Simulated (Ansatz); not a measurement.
Consider Cs3Bi2Br9 (P-3m1).

The structure is trigonal, space group P-3m1 (No. 164). Conventional cell: a = 7.972 Å, b = 7.972 Å, c = 9.867 Å, α = 90.00°, β = 90.00°, γ = 120.00°. Nearest to Cs lie 12 Br at 3.96 to 4.01 Å. Cs has 12 Br at 3.99 to 4.07 Å nearest. Nearest to Bi lie 6 Br at 2.71 to 2.98 Å. Nearest to Br lie 2 Bi at 2.98 Å and 4 Cs at 3.99 to 4.01 Å. Nearest to Br lie 1 Bi at 2.71 Å and 4 Cs at 3.96 to 4.07 Å. Farther neighbours, and contacts between anions beyond the nearest, are not listed.

```cif
data_structure
_symmetry_space_group_name_H-M 'P 1'
_symmetry_Int_Tables_number 1
_cell_length_a 7.9720
_cell_length_b 7.9720
_cell_length_c 9.8670
_cell_angle_alpha 90.000
_cell_angle_beta 90.000
_cell_angle_gamma 120.000
_cell_volume 543.06
loop_
_atom_site_label
_atom_site_type_symbol
_atom_site_fract_x
_atom_site_fract_y
_atom_site_fract_z
_atom_site_occupancy
Cs1 Cs 0.66667 0.33333 0.66690 1
Cs2 Cs 0.33333 0.66667 0.33310 1
Cs3 Cs 0.00000 0.00000 0.00000 1
Bi4 Bi 0.66667 0.33333 0.19180 1
Bi5 Bi 0.33333 0.66667 0.80820 1
Br6 Br 0.50000 0.50000 0.00000 1
Br7 Br 0.50000 0.00000 0.00000 1
Br8 Br 0.00000 0.50000 0.00000 1
Br9 Br 0.33530 0.16765 0.33940 1
Br10 Br 0.83235 0.16765 0.33940 1
Br11 Br 0.83235 0.66470 0.33940 1
Br12 Br 0.16765 0.33530 0.66060 1
Br13 Br 0.16765 0.83235 0.66060 1
Br14 Br 0.66470 0.83235 0.66060 1
```

The cell and positions come from the Crystallography Open Database and are kept as given unless a step says otherwise. Spin-orbit coupling is left out unless a run names it. PAW set soft_2, made with PBE.

Gaps computed with Ansatz 0.2.0 without a self-energy: HSE06 3.23 eV, r2SCAN 2.89 eV and PBE0 3.89 eV.

Question: What gap should G0W0 on HSE06 give (3×3×2 mesh, 1052 empty bands, screening to 90 eV, default PAW files)?

About 4.17 eV: on its mesh the run moves the gap from 3.24 eV by +0.94 eV. Among the scalar-relativistic levels given, PBE0 is nearest (−0.28 eV). Bands and cutoff are finite, so the gap stands short of the basis limit, usually by up to a few tenths of an eV; the mesh is an error of its own. Where an edge is built on 6p states of lead, bismuth or thallium, scalar-relativistic gaps usually stand too wide, by a few tenths to over one eV. The many-body steps are scalar-relativistic: spin-orbit coupling is not in them.

[Long decimals in the printed logs are rounded to 6 places.]

[Logs are printed without paths, hosts, clocks, repeated set-up lines and the standing remarks that a program may print on its own settings, such as how far it seeks lower states.]

[Paths, hosts, dates, memory and timing lines, banners, echoed tables and standing remarks are left out of the program output; an Ansatz launch command may be rebuilt from the run's recorded settings. Measured values are a selection of at most five: reports struck by readers or far from the other reports are left out. None is set beside runs whose start may be inverted or whose files or cutoffs have a known fault.]

[Runs of the session that timed out or met a known fault of the program may be left out.]

[Cells called generated may have been cut or substituted from an entry of the Crystallography Open Database or the Materials Project.]

[Hosts, paths, dates, database ids (printed as entryN), source tags and the programs' standing remarks are cut or masked in the printed files.]

[Where the starting crystal was built by hand or by swapping elements, it need not be the compound's stable phase.]
